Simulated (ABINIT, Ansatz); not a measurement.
**CaTlCl3 (Pm-3m): zone-centre phonons**

Aim: the zone-centre modes of CaTlCl3 (Pm-3m).

Calculated with ABINIT 10.8.3; DFT LDA, scalar-relativistic, plane waves, PseudoDojo norm-conserving pseudopotentials.

Report form: the programs' logs are mostly left out.

The structure was built from a prototype and need not be the compound's stable phase.

### Step 1. Set-up

It takes space group Pm-3m (No. 221, cubic). The conventional cell has a = 5.177 Å, b = 5.177 Å, c = 5.177 Å, α = 90.00°, β = 90.00°, γ = 90.00°. Nearest to Tl lie 12 Cl at 3.66 Å. Ca has 6 Cl at 2.59 Å nearest. Nearest to Cl lie 2 Ca at 2.59 Å. Farther neighbours and most contacts between anions are not listed.

Coordinates:

```cif
data_structure
_symmetry_space_group_name_H-M 'Pm-3m'
_symmetry_Int_Tables_number 221
_cell_length_a 5.1773
_cell_length_b 5.1773
_cell_length_c 5.1773
_cell_angle_alpha 90.000
_cell_angle_beta 90.000
_cell_angle_gamma 90.000
_cell_volume 138.77
loop_
_atom_site_label
_atom_site_type_symbol
_atom_site_symmetry_multiplicity
_atom_site_Wyckoff_symbol
_atom_site_fract_x
_atom_site_fract_y
_atom_site_fract_z
_atom_site_occupancy
Tl1 Tl 1 a 0.00000 0.00000 0.00000 1
Ca1 Ca 1 b 0.50000 0.50000 0.50000 1
Cl1 Cl 3 c 0.50000 0.50000 0.00000 1
```

### Step 2. Relaxing the cell and atoms

The harmonic expansion needs vanishing forces, and a free crystal bears no stress, so cell and atoms are brought to rest. Stress is more sensitive to the basis than forces are: the last 3 Ha under the cutoff are smoothed with ecutsm, and the cutoff is raised above that of the later runs.

The starting cell comes from a relaxation made beforehand in Ansatz (LDA, PseudoDojo NC).

Input file relax.abi:

```
# relaxation
ionmov 2
optcell 2
dilatmx 1.08
ntime 40
tolmxf 1.0d-05
tolvrs 1.0d-14
prtwf 0
prtden 0
chksymtnons 0

# basis, mesh and filling
ecut 38.0
ecutsm 3.0
ngkpt 4 4 4
nshiftk 1
shiftk 0.0 0.0 0.0
istwfk *1
occopt 1
nband 22
nstep 100
diemac 9.0
prtebands 0
prtgsr 0
useylm 1

# cell and atoms
acell 3*1.0 Angstrom
rprim 
    5.177250498 0.0 0.0
    0.0 5.177250498 0.0
    0.0 0.0 5.177250498
ntypat 3
znucl 81 20 17
natom 5
typat 1 2 3 3 3
xred 
    0.0 0.0 0.0
    0.5 0.5 0.5
    0.5 0.5 0.0
    0.5 0.0 0.5
    0.0 0.5 0.5
pp_dirpath "./pseudo"
pseudos "Tl.upf, Ca.upf, Cl.upf"
```

Launch:

```console
> OMP_NUM_THREADS=1 mpirun -n 4 abinit relax.abi > relax.log
```

It took 56 s on 4 MPI ranks of Intel Xeon Platinum 8488C (Sapphire Rapids), shared host.

Little changed from the start: no atom moved by 0.005 Å and no cell edge by 0.1 %.

This step gave:

```yaml
volume_per_atom: 27.75 Å³
pressure: -0.002111 GPa
```

### Step 3. Ground state

First-order wavefunctions inherit every error of the ground state, hence the very tight tolvrs. The mesh is shifted off Γ, since shifted meshes converge sums over the zone faster.

Input file gs.abi:

```
# ground state
tolvrs 1.0d-16
prtden 1
prtwf 1

# basis, mesh and filling
ecut 30.0
ngkpt 4 4 4
nshiftk 1
shiftk 0.5 0.5 0.5
istwfk *1
occopt 1
nband 22
nstep 100
diemac 9.0
prtebands 0
prtgsr 0
useylm 1

# cell and atoms
acell 3*1.0 Angstrom
rprim 
    5.177250501 0.0 0.0
    0.0 5.177250501 0.0
    0.0 0.0 5.177250501
ntypat 3
znucl 81 20 17
natom 5
typat 1 2 3 3 3
xred 
    0.0 0.0 0.0
    0.5 0.5 0.5
    0.5 0.5 0.0
    0.5 0.0 0.5
    0.0 0.5 0.5
pp_dirpath "./pseudo"
pseudos "Tl.upf, Ca.upf, Cl.upf"
```

Launch:

```console
> OMP_NUM_THREADS=1 mpirun -n 4 abinit gs.abi > gs.log
```

It took 16 s on 4 MPI ranks.

Read from the output:

```yaml
pressure: -0.07268 GPa
```

The cell stands at -0.073 GPa, close enough for phonons.

### Step 4. The gap at rest

Empty bands on the ground state's density check that the gap assumed so far is there in this cell.

Input file gap.abi:

```
# empty bands on the ground state's density
iscf -2
getden_filepath "gso_DEN"
tolwfr 1.0d-12
nbdbuf 2
prtwf 0

# basis, mesh and filling
ecut 30.0
ngkpt 4 4 4
nshiftk 1
shiftk 0.0 0.0 0.0
istwfk *1
occopt 1
nband 26
nstep 100
diemac 9.0
prtebands 0
prtgsr 0
useylm 1

# cell and atoms
acell 3*1.0 Angstrom
rprim 
    5.177250501 0.0 0.0
    0.0 5.177250501 0.0
    0.0 0.0 5.177250501
ntypat 3
znucl 81 20 17
natom 5
typat 1 2 3 3 3
xred 
    0.0 0.0 0.0
    0.5 0.5 0.5
    0.5 0.5 0.0
    0.5 0.0 0.5
    0.0 0.5 0.5
pp_dirpath "./pseudo"
pseudos "Tl.upf, Ca.upf, Cl.upf"
```

Launch:

```console
> OMP_NUM_THREADS=1 mpirun -n 4 abinit gap.abi > gap.log
```

Wall time 27 s (4 MPI ranks).

This step gave:

| Property | Result |
| --- | --- |
| gap on the k-mesh | 3.764 eV |

In this cell the gap on the mesh is 3.8 eV, indirect (smallest direct 4.1 eV), so fixed occupations hold.

### Step 5. Linear response at Γ

The derivative of the wavefunctions by k comes first, since the response to a field is built on it; then the field and the displacements that symmetry doesn't supply are solved at q = 0.

It reads the wavefunctions written in step 3.

Input file dfpt_gamma.abi:

```
ndtset 2

# common to the responses
getwfk_filepath "gso_WFK"
kptopt 2
nqpt 1
qpt 0.0 0.0 0.0
asr 0
chneut 0

# d/dk
rfelfd1 2
rfdir1 1 1 1
iscf1 -3
tolwfr1 1.0d-20

# displacements, field
rfphon2 1
rfatpol2 1 5
rfdir2 1 1 1
rfelfd2 3
getddk2 1
tolvrs2 1.0d-10
prtwf2 0

# basis, mesh and filling
ecut 30.0
ngkpt 4 4 4
nshiftk 1
shiftk 0.5 0.5 0.5
istwfk *1
occopt 1
nband 22
nstep 100
diemac 9.0
prtebands 0
prtgsr 0
useylm 1

# cell and atoms
acell 3*1.0 Angstrom
rprim 
    5.177250501 0.0 0.0
    0.0 5.177250501 0.0
    0.0 0.0 5.177250501
ntypat 3
znucl 81 20 17
natom 5
typat 1 2 3 3 3
xred 
    0.0 0.0 0.0
    0.5 0.5 0.5
    0.5 0.5 0.0
    0.5 0.0 0.5
    0.0 0.5 0.5
pp_dirpath "./pseudo"
pseudos "Tl.upf, Ca.upf, Cl.upf"
```

Launch:

```console
> OMP_NUM_THREADS=1 mpirun -n 4 abinit dfpt_gamma.abi > dfpt_gamma.log
```

The job ended after 5.6 min (4 MPI ranks; 22 min of CPU time).

Read from the output:

```yaml
miss_of_the_charge_sum_rule: 0.008697 e
largest_acoustic_frequency_at_the_zone_centre_before_the_sum_rule: 1.23 cm⁻¹
highest_optical_zone_centre_mode_no_lo_to_term: 329.5 cm⁻¹
lowest_optical_zone_centre_mode: -52.67 cm⁻¹
mean_high_frequency_dielectric_constant: 3.623
largest_born_charge_in_size_third_of_the_trace: 2.421 e
```

Born charge (rows field, columns displacement), before the sum rule (e), principal values of the symmetric part by kind of site:

| atom | atoms with these values | low | middle | high | mean |
| --- | --- | --- | --- | --- | --- |
| Tl1 | 1 | 1.82 | 1.82 | 1.82 | 1.82 |
| Ca2 | 1 | 2.42 | 2.42 | 2.42 | 2.42 |
| Cl3 | 3 | -1.92 | -1.16 | -1.16 | -1.41 |

In full for Ca2:

```
2.42 0.00 0.00
0.00 2.42 0.00
0.00 0.00 2.42
```

High-frequency dielectric tensor:

```
3.62 0.00 0.00
0.00 3.62 0.00
0.00 0.00 3.62
```

The acoustic modes at Γ come out as far as 1.2 cm⁻¹ from zero, where they should vanish, a small numerical error; the Born charges miss their sum rule by 0.0087 e, which is good. The lowest optical mode is imaginary, 53i cm⁻¹, an instability at this level and on this k mesh.

### Step 6. Zone-centre analysis

anaddb reads the merged derivatives, imposes the acoustic sum rule and charge neutrality, and adds the LO-TO term along chosen directions.

Input file anaddb.abi:

```
ddb_filepath "gamma_DDB"
output_file "anaddb.abo"
outdata_prefix "anaddb"
asr 1
chneut 1
enunit 2
eivec 1
nph1l 1
qph1l 0.0 0.0 0.0 1.0
dieflag 2
nph2l 3
qph2l 
    1.0 0.0 0.0 0.0
    0.0 0.0 1.0 0.0
    1.0 1.0 1.0 0.0
```

Input file mrgddb.in:

```
gamma_DDB
merged
2
dfpt_gammao_DS2_DDB
gso_DDB
```

Launch:

```console
> mrgddb < mrgddb.in > mrgddb.log
> OMP_NUM_THREADS=1 anaddb anaddb.abi > anaddb.log
```

Wall time 0.67 s (1 thread).

This step gave:

```
highest mode moved by the LO-TO term : 363.8 cm⁻¹
```

No LO-TO term; unit eigenvectors of the mass-weighted matrix, from anaddb's displacements. Modes at Γ, with each element's share of the kinetic energy (negative means imaginary):

| mode | frequency (cm⁻¹) | symmetry | Tl % | Ca % | Cl % |
| --- | --- | --- | --- | --- | --- |
| 1 | -52.7 | T1u | 37 | 3 | 60 |
| 2 | -52.7 | T1u | 37 | 3 | 60 |
| 3 | -52.7 | T1u | 37 | 3 | 60 |
| 4 | -24.0 | T2u | 0 | 0 | 100 |
| 5 | -24.0 | T2u | 0 | 0 | 100 |
| 6 | -24.0 | T2u | 0 | 0 | 100 |
| 7 | 0.0 | acoustic | 58 | 11 | 30 |
| 8 | 0.0 | acoustic | 58 | 11 | 30 |
| 9 | 0.0 | acoustic | 58 | 11 | 30 |
| 10 | 83.8 | T1u | 5 | 46 | 49 |
| 11 | 83.8 | T1u | 5 | 46 | 49 |
| 12 | 83.8 | T1u | 5 | 46 | 49 |
| 13 | 329.5 | T1u | 0 | 39 | 61 |
| 14 | 329.5 | T1u | 0 | 39 | 61 |
| 15 | 329.5 | T1u | 0 | 39 | 61 |

Displacements in mode 2 (-52.7 cm⁻¹), the largest set to 1:
```
Tl1  0.00  0.48  0.00
Ca2  0.00 -0.32  0.00
Cl3  0.00 -1.00  0.00
Cl4  0.00 -0.41  0.00
Cl5  0.00 -1.00  0.00
```

Displacements in mode 5 (-24.0 cm⁻¹), the largest set to 1:
```
Tl1  0.00  0.00  0.00
Ca2  0.00  0.00  0.00
Cl3  0.00  1.00  0.00
Cl4  0.00  0.00  0.00
Cl5  0.00 -1.00  0.00
```

With imaginary modes the relaxed-ion tensors have no meaning and are not tabulated.

The rule moves no optical mode by more than 0.1 cm⁻¹.

### Step 7. The same in Ansatz

The same cell goes through another code at the same cutoff. The files are of one family, but Ansatz's library holds files of its own making for some heavy elements, so those for Tl may differ. Its k mesh is centred on Γ.

This step: DFT LDA, scalar-relativistic, plane waves, norm-conserving pseudopotentials of its library (PseudoDojo's, some remade) (Ansatz 0.2.0).

Input file input.yaml:

```yaml
crystal:
  lattice:
    - [5.1772505015, 0.0, 0.0]
    - [0.0, 5.1772505015, 0.0]
    - [0.0, 0.0, 5.1772505015]
  atoms:
    - { symbol: Tl, position: [0.0, 0.0, 0.0] }
    - { symbol: Ca, position: [0.5, 0.5, 0.5] }
    - { symbol: Cl, position: [0.5, 0.5, 0.0] }
    - { symbol: Cl, position: [0.5, 0.0, 0.5] }
    - { symbol: Cl, position: [0.0, 0.5, 0.5] }
kpoints:
  mp_grid: { grid: [4, 4, 4] }
hamiltonian:
  xc: lda
  pseudopotentials: { kind: nc, accuracy: standard }
scf:
  occupations: { method: fixed }
output:
  eigenvalues: true
basis:
  ecutwfc: 816.342
phonons:
  method: dfpt
  dielectric: true
  rigid_motions: translations
```

Launch:

```console
> ansatz run input.yaml --threads 4 --pin off --max-ram 8192MiB --backend cpu --events-out ev --progress --plain --runs-dir out
```

The job ended after 40 s (4 threads; peak memory 1.7 GiB; 2.5 min of CPU time).

Read from the output:

```yaml
gap_on_the_k_mesh: 3.763 eV
sum_rule_residual_before_enforcement: 1.32e-4 eV/Å²
miss_of_the_charge_sum_rule: 0.008216 e
estimated_error_of_the_dielectric_tensor: 0.01056
estimated_error_of_the_born_charges: 0.01777 e
highest_optical_zone_centre_mode_no_lo_to_term: 329.4 cm⁻¹
lowest_optical_zone_centre_mode: -52.81 cm⁻¹
mean_high_frequency_dielectric_constant: 3.625
largest_born_charge_in_size_third_of_the_trace: 2.418 e
highest_mode_moved_by_the_lo_to_term: 363.7 cm⁻¹
```

Transverse modes; imaginary modes left out. Lines of the infrared spectrum (strongest = 100):

| position (cm⁻¹) | label | IR intensity ((D/Å)²/amu), degenerate modes summed, relative |
| --- | --- | --- |
| 83 | T1u | 19 |
| 329 | T1u | 100 |

### Step 8. The two compared: ABINIT PseudoDojo and Ansatz, library NC

Numbers from this step:

| Item | Value |
| --- | --- |
| root-mean-square difference | 0.54 cm⁻¹ |
| largest difference | 0.93 cm⁻¹ |

The 12 of 12 modes that differ most. Frequencies side by side:

| q (reciprocal lattice) | mode | ABINIT PseudoDojo (cm⁻¹) | Ansatz, library NC (cm⁻¹) |
| --- | --- | --- | --- |
| 0 0 0 | 1 | -52.67 | -52.81 |
| 0 0 0 | 2 | -52.67 | -52.81 |
| 0 0 0 | 3 | -52.67 | -52.81 |
| 0 0 0 | 4 | -23.98 | -24.91 |
| 0 0 0 | 5 | -23.98 | -24.91 |
| 0 0 0 | 6 | -23.98 | -24.91 |
| 0 0 0 | 10 | 83.84 | 83.31 |
| 0 0 0 | 11 | 83.84 | 83.31 |
| 0 0 0 | 12 | 83.84 | 83.31 |
| 0 0 0 | 13 | 329.5 | 329.4 |
| 0 0 0 | 14 | 329.5 | 329.4 |
| 0 0 0 | 15 | 329.5 | 329.4 |

The two runs side by side. Further quantities:

| quantity | ABINIT PseudoDojo | Ansatz, library NC |
| --- | --- | --- |
| mean ε∞ | 3.623 | 3.625 |
| largest Born charge in size (e; the first before, the second after the charge sum rule) | 2.421 | 2.418 |

At the zone centre the largest difference (acoustic modes at Γ apart) is 0.3 % of the highest mode, but 4 % of the mode at 24i cm⁻¹ on which it sits.

### Step 9. Outcome

```yaml
space_group_after_relaxation: Pm-3m
volume_per_atom: 27.8 Å³
highest_optical_zone_centre_mode_no_lo_to_term: 329.5 cm⁻¹
lowest_optical_zone_centre_mode: -52.7 cm⁻¹
highest_mode_moved_by_the_lo_to_term: 363.8 cm⁻¹
mean_high_frequency_dielectric_constant: 3.62
largest_born_charge_in_size_third_of_the_trace: 2.42 e
imaginary_optical_modes_at_the_zone_centre_no_q_mesh_in_this_session: yes
largest_difference_from_ansatz_library_nc: 0.93 cm⁻¹
```

What this shows: At the LDA level the optical modes of CaTlCl3 (Pm-3m) at the zone centre (no LO-TO term) run from 53i to 330 cm⁻¹, so the structure is a saddle point, with 6 modes beyond 10i cm⁻¹ there. Along the directions run, the highest mode that the macroscopic field moves lies at 364 cm⁻¹. ABINIT PseudoDojo and Ansatz, library NC agree to 0.93 cm⁻¹ (0.3 % of the highest mode compared) on all solved modes but the acoustic ones at Γ, without the LO-TO term. These are harmonic frequencies at zero temperature: anharmonic shifts and linewidths and thermal expansion are left out. Spin-orbit coupling is left out, which can matter for the heavy elements here. Ansatz warns that the cutoff lies 17 % under the one recommended for these files; agreement at one cutoff is not convergence. The structure is a hypothetical one, built on a prototype.

[Host names and launcher messages were left out of these logs when they were recorded.]

[Logs are printed without paths, hosts, clocks, repeated set-up lines and the standing remarks that a program may print on its own settings, such as how far it seeks lower states.]

[Hosts, paths, dates, database ids (printed as entryN), source tags and the programs' standing remarks are cut or masked in the printed files.]
